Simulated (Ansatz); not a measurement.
# ScCu (Pm-3m): the cell at rest

Wanted: the relaxed cell of ScCu (Pm-3m).

Main program and level: Ansatz 0.2.0; DFT PBEsol, scalar-relativistic, plane waves, PAW; PAW set soft_1.

## 1. The starting structure

Symmetry: Pm-3m, No. 221, cubic system. Conventional cell: a = 3.256 Å, b = 3.256 Å, c = 3.256 Å, α = 90.00°, β = 90.00°, γ = 90.00°. Nearest to Sc lie 8 Cu at 2.82 Å. Nearest to Cu lie 8 Sc at 2.82 Å. Farther neighbours are not listed.

## 2. Probe on a coarse mesh

First a cheap look: the gap decides the mesh and the occupations, the pressure tells how far the cell has to move.

Input file input.yaml:

```yaml
crystal:
  lattice:
    - [3.256, 0.0, 0.0]
    - [0.0, 3.256, 0.0]
    - [0.0, 0.0, 3.256]
  atoms:
    - { symbol: Sc, position: [0.5, 0.5, 0.5] }
    - { symbol: Cu, position: [0.0, 0.0, 0.0] }
kpoints:
  mp_grid: { grid: [6, 6, 6] }
hamiltonian:
  xc: pbesol
  pseudopotentials: { kind: paw, azcp: { folder: soft_1 }, xc_functional: pbe }
scf:
  occupations: { method: gaussian, width: 0.1 }
output:
  forces: true
  stress: true
  eigenvalues: true
```

Run with:

```
ansatz run input.yaml --threads 4 --pin off --max-ram 10240MiB --backend cpu --events-out ev --progress --plain --runs-dir out
```

Numbers of over 12 decimals in the logs are rounded to 6 here.

The log of the run:

```text
Engine: ansatz 0.2.0, aarch64-unknown-linux-gnu
Pseudopotentials: kind: paw
Pseudopotential: Sc, paw, valence charge 11, recommended cutoff 420 eV (normal), soft_1/Sc.paw.azcp
Pseudopotential: Cu, paw, valence charge 19, recommended cutoff 420 eV (normal), soft_1/Cu.paw.azcp
Functional definition: PBEsol
  exchange = pbesol_x
  correlation = pbesol_c
Crystal: 2 atoms, lattice volume = 34.519 Å³
[...]
--- Band table (eV; the first three rows and the last of 20) ---
  k-point 0: bands = [... 11 lower, 9.3242, 9.3242, 9.3242, 12.8053, 12.8053, 15.4663, 15.4663, 15.4663]
  k-point 1: bands = [... 11 lower, 9.2948, 9.2948, 9.3489, 12.7093, 12.7533, 14.8391, 14.8391, 15.4437]
  k-point 2: bands = [... 11 lower, 9.2385, 9.2385, 9.3990, 11.6019, 12.6348, 14.0000, 14.0000, 15.3975]
  k-point 19: bands = [... 11 lower, 9.6803, 9.6803, 10.8164, 10.8164, 10.8164, 15.3013, 16.1911, 16.1911]
[key lines of the parts left out:]
SCF converged after 12 iterations
Free energy (F): -8700.662571 eV
Fermi energy:    12.203444 eV
P = ⅓ Tr σ = -3.7488 GPa (-37.488 kbar)
```

Elapsed: 0.62 s, on 4 threads of Arm Neoverse V1, shared host; peak memory 0.3 GiB.

This step gave:

```
pressure          : -3.749 GPa
volume per atom   : 17.26 Å³
gap on the k-mesh : 0 eV
```

The coarse mesh shows no gap and a pressure of -3.7 GPa.

## 3. Bringing the structure to rest

Harmonic phonons are second derivatives at a point where the forces vanish, and they are wanted at zero stress, so atoms and cell are relaxed first.

input.yaml: that of step 2 with these lines changed.

```diff
@@ -9,3 +9,3 @@
 kpoints:
-  mp_grid: { grid: [6, 6, 6] }
+  mp_grid: { grid: [14, 14, 14] }
 hamiltonian:
@@ -19 +19,6 @@
   eigenvalues: true
+relax:
+  adjacent_minimum: "off"
+  f_tol: 0.005
+  max_steps: 80
+  cell: { stress_tol: 0.05 }
```

The log of the run:

```text
[...]
Crystal: 2 atoms, lattice volume = 34.519 Å³
Basis set: ecut = 420 eV, 691 PW (Γ), exchange–correlation on 48×48×48 points (8 copies of the dense FFT grid, shifted against one another)
Bands: 19, of which v1, the nominal top of the filled ones, is band 15 counted from 1 (14 counted from 0)
Symmetry: 48 space group operations
[...]
k-points: 120 of 2744
[...]
SCF iter   1: F=—  HF=-8710.496004 eV  |F-HF|=—  |Δ(HF+E_count)|=         —  Δρ=9.66e-1  dr2=2.75e2  ethr=3.10e-3  ⟨swp⟩=3.4  Hψ=8081  notcnv=0
[...]
SCF iter  12: F=-8700.676839 eV  HF=-8700.676839 eV  |F-HF|=6.08e-10  |Δ(HF+E_count)|=  8.11e-10  Δρ=1.81e-6  dr2=7.01e-10  ethr=4.33e-11  ⟨swp⟩=1.5  Hψ=5962  notcnv=0
SCF 1 converged in 12 iterations: F = -8700.676839 eV  dr2 = 7.01e-10
[...]
relax step   1: F+E_penalty+E_count = -8700.67683928 eV  Δ(F+E_penalty+E_count) = +0.000e0 eV  max|allowed force component| = 1.095e-29 eV/Å  Δτ_max = 0.0000 Å  P = -3.886 GPa  Ω = 34.519 Å³  (12 SCF iters, dr2 threshold 1.00e-7 eV, accepted)
Crystal: 2 atoms, lattice volume = 32.157 Å³
Basis set: ecut = 420 eV, 619 PW (Γ), exchange–correlation on 48×48×48 points (8 copies of the dense FFT grid, shifted against one another)
[...]
iter 1 solved again at ethr=1.40e-3 eV; its pass at ethr=3.10e-3 eV (dr2=4.20e-1 eV) is discarded
[...]
SCF iter   7: F=-8700.687696 eV  HF=-8700.687696 eV  |F-HF|=9.05e-9  |Δ(HF+E_count)|=   2.82e-7  Δρ=7.79e-6  dr2=1.45e-8  ethr=6.67e-10  ⟨swp⟩=5.0  Hψ=8722  notcnv=0
SCF 2 converged in 7 iterations: F = -8700.687696 eV  dr2 = 1.45e-8
relax step   2: F+E_penalty+E_count = -8700.68769578 eV  Δ(F+E_penalty+E_count) = -1.086e-2 eV  max|allowed force component| = 6.968e-30 eV/Å  Δτ_max = 0.0000 Å  P = +2.899 GPa  Ω = 32.157 Å³  energy of the carried Pulay correction = +4.763e-4 eV  (7 SCF iters, dr2 threshold 2.00e-7 eV, accepted)
Crystal: 2 atoms, lattice volume = 33.125 Å³
[...]
SCF iter   6: F=-8700.695439 eV  HF=-8700.695439 eV  |F-HF|=1.88e-7  |Δ(HF+E_count)|=   1.70e-6  Δρ=2.75e-5  dr2=1.93e-7  ethr=6.67e-10  ⟨swp⟩=3.1  Hψ=8407  notcnv=0
SCF 3 converged in 6 iterations: F = -8700.695439 eV  dr2 = 1.93e-7
relax step   3: F+E_penalty+E_count = -8700.69543867 eV  Δ(F+E_penalty+E_count) = -7.743e-3 eV  max|allowed force component| = 1.578e-30 eV/Å  Δτ_max = 0.0000 Å  P = -0.191 GPa  Ω = 33.125 Å³  energy of the carried Pulay correction = +2.770e-4 eV  (6 SCF iters, dr2 threshold 2.00e-7 eV, accepted)
[...]
relax step   4: F+E_penalty+E_count = -8700.69549002 eV  Δ(F+E_penalty+E_count) = -5.135e-5 eV  max|allowed force component| = 1.223e-29 eV/Å  Δτ_max = 0.0000 Å  P = -0.009 GPa  Ω = 33.063 Å³  energy of the carried Pulay correction = +2.895e-4 eV  (6 SCF iters, dr2 threshold 9.16e-8 eV, accepted)
[...]
SCF iter   6: F=-8700.695192 eV  HF=-8700.695192 eV  |F-HF|=1.82e-12  |Δ(HF+E_count)|=    0.00e0  Δρ=3.56e-8  dr2=5.83e-14  ethr=1.00e-12  ⟨swp⟩=3.0  Hψ=8160  notcnv=0
SCF 5 converged in 6 iterations: F = -8700.695192 eV  dr2 = 5.83e-14
relax step   5: F+E_penalty+E_count = -8700.69519157 eV  Δ(F+E_penalty+E_count) = +2.984e-4 eV  max|allowed force component| = 1.683e-29 eV/Å  Δτ_max = 0.0000 Å  P = -0.007 GPa  Ω = 33.063 Å³  stress off target by 7.38e-3 GPa  SCF on the basis re-selected at this cell (its energy is not comparable with the rows above)  (6 SCF iters)
basis re-selected at this cell: Δ(F+E_penalty+E_count) = +2.984e-4 eV, ΔP = +0.001 GPa vs the last step (what re-selecting the basis moved, of the pressure what is left beyond the Pulay correction that the steps carried, after the strain that the cell walked since its last selection, with what the two solves' SCF thresholds leave and, on support functions, any second-order correction that the steps lacked; it is no m [...]
SCF converged after 6 iterations
Free energy (F): -8700.695192 eV
[...]
Internal energy: -8700.689140 eV  (E = F + TS)
E sigma→0 (E₀):  -8700.692166 eV
Entropy (-TS):   -0.006051 eV (-3.026 meV/atom)
Fermi energy:    12.909646 eV
[...]
--- Stress (GPa, compression-positive) ---
       -0.007383      -0.000000      -0.000000
       -0.000000      -0.007383      -0.000000
       -0.000000      -0.000000      -0.007383
  P = ⅓ Tr σ = -0.0074 GPa (-0.074 kbar)
--- Band table (eV; the first three rows and the last of 120) ---
  k-point 0: bands = [... 11 lower, 9.8620, 9.8620, 9.8620, 13.4639, 13.4639, 16.2652, 16.2652, 16.2652]
  k-point 1: bands = [... 11 lower, 9.8559, 9.8559, 9.8672, 13.4525, 13.4612, 16.1084, 16.1084, 16.2602]
  k-point 2: bands = [... 11 lower, 9.8391, 9.8391, 9.8818, 13.4169, 13.4195, 15.7384, 15.7384, 16.2462]
  k-point 119: bands = [... 11 lower, 10.2404, 10.2404, 11.3622, 11.3622, 11.3622, 16.1620, 17.0312, 17.0312]
--- Relaxed structure (4 steps of the walk, 4 accepted, 1 SCFs on fresh bases) ---
  F+E_penalty+E_count = -8700.69519157 eV   max|allowed force component| = 1.683e-29 eV/Å   (the final SCF, on the basis selected at the relaxed cell)
  cell:  # Å, volume = 33.0634 Å³
    - [3.209586, 0, 0]
    - [0, 3.209586, 0]
    - [0, 0.0, 3.209586]
  atoms:
    - { symbol: Sc, position: [0.500000, 0.500000, 0.5] }
    - { symbol: Cu, position: [0, 0, 0] }
```

Run time: 7.5 s. Hardware: 4 threads; peak memory 0.41 GiB; 27 s of CPU time.

The steps of the relaxation:

```tsv
step	energy less that of the first step (eV)	largest force component (eV/Å)	pressure (GPa)	volume (Å³)
1	0.0000	0.0000	-3.89	34.52
2	-0.0109	0.0000	2.90	32.16
3	-0.0186	0.0000	-0.19	33.13
4	-0.0187	0.0000	-0.01	33.06
5*	-0.0184	0.0000	-0.01	33.06
```

Relaxation steps marked * repeat the geometry before them on a plane-wave basis chosen anew for their cell, so energy and pressure can jump there.

The run keeps the 48 symmetry operations that it works with, so distortions that break them were not tested.

```tsv
conventional cell, symmetrised	before	after	change
a (Å)	3.256	3.210	-1.4 %
b (Å)	3.256	3.210	-1.4 %
c (Å)	3.256	3.210	-1.4 %
volume (Å³/atom)	17.26	16.53	-4.2 %
```

Final coordinates:

```
Sc Cu
1.0
     3.20959    0.00000    0.00000
     0.00000    3.20959    0.00000
     0.00000    0.00000    3.20959
Sc Cu
1 1
Direct
  0.50000 0.50000 0.50000
  0.00000 0.00000 0.00000
```

Numbers from this step:

- pressure: -0.007383 GPa
- volume per atom: 16.53 Å³

In this step the volume went from 17.26 to 16.53 Å³/atom.

## 4. Relaxing to small forces for the phonons

Phonons need a cell at rest on their own settings, so the relaxation is repeated with tight tolerances on forces and stress, using the mesh and the filling of the phonon run that follows.

input.yaml, the sections that differ from step 3:

```yaml
crystal:
  lattice:
    - [3.2095862178, 0.0, 0.0]
    - [0.0, 3.2095862178, 0.0]
    - [0.0, 0.0, 3.2095862178]
  atoms:
    - { symbol: Sc, position: [0.5, 0.5, 0.5] }
    - { symbol: Cu, position: [0.0, 0.0, 0.0] }
kpoints:
  mp_grid: { grid: [16, 16, 16] }
scf:
  occupations: { method: methfessel_paxton, width: 0.2 }
relax:
  adjacent_minimum: "off"
  f_tol: 0.001
  max_steps: 60
  cell: { stress_tol: 0.01 }
# hamiltonian, output: as in step 3
```

The log of the run:

```text
[...]
Crystal: 2 atoms, lattice volume = 33.063 Å³
Basis set: ecut = 420 eV, 619 PW (Γ), exchange–correlation on 48×48×48 points (8 copies of the dense FFT grid, shifted against one another)
Bands: 19, of which v1, the nominal top of the filled ones, is band 15 counted from 1 (14 counted from 0)
[... 1 set-up line as in the run before ...]
[...]
k-points: 165 of 4096
[...]
k-point 164: bands = [... 11 lower, 10.2454, 10.2454, 11.3671, 11.3671, 11.3671, 16.1727, 17.0366, 17.0366]
--- Relaxed structure (3 steps of the walk, 3 accepted, 1 SCFs on fresh bases) ---
[...]
cell:  # Å, volume = 33.0478 Å³
    - [3.209083, 0, 0]
    - [0, 3.209083, 0]
    - [0, 0, 3.209083]
  atoms:
    - { symbol: Sc, position: [0.5, 0.5, 0.5] }
    - { symbol: Cu, position: [0, 0, 0] }
[key lines of the parts left out:]
SCF converged after 5 iterations
Free energy (F): -8700.692624 eV
Fermi energy:    12.912419 eV
P = ⅓ Tr σ = -0.0000 GPa (-0.000 kbar)
```

It took 7.3 s on 4 threads; peak memory 0.42 GiB; 27 s of CPU time.

Little changed from the start: no atom moved by 0.005 Å and no cell edge by 0.1 %.

This step gave:

```yaml
pressure: -1.21e-5 GPa
volume_per_atom: 16.52 Å³
```

The forces vanish by symmetry and the pressure is 0.000 GPa, within the tolerances set. The cell now holds 16.52 Å³/atom.

## 5. Summary of results

| Property | Result |
| --- | --- |
| space group after relaxation (within 0.01 Å) | Pm-3m |
| lattice constant a | 3.209 Å |
| lattice constant b | 3.209 Å |
| lattice constant c | 3.209 Å |
| volume per atom | 16.5 Å³ |

The forces vanish by symmetry and the pressure is 0.000 GPa, within the tolerances set. The cell now holds 16.52 Å³/atom. The relaxation keeps the symmetry of its start, so it says nothing on stability against lower symmetry. The PAW files were made for PBE and serve the other functionals too.

[Logs are printed without paths, hosts, clocks, repeated set-up lines and the standing remarks that a program may print on its own settings, such as how far it seeks lower states.]

[Hosts, paths, dates, database ids (printed as entryN), source tags and the programs' standing remarks are cut or masked in the printed files.]
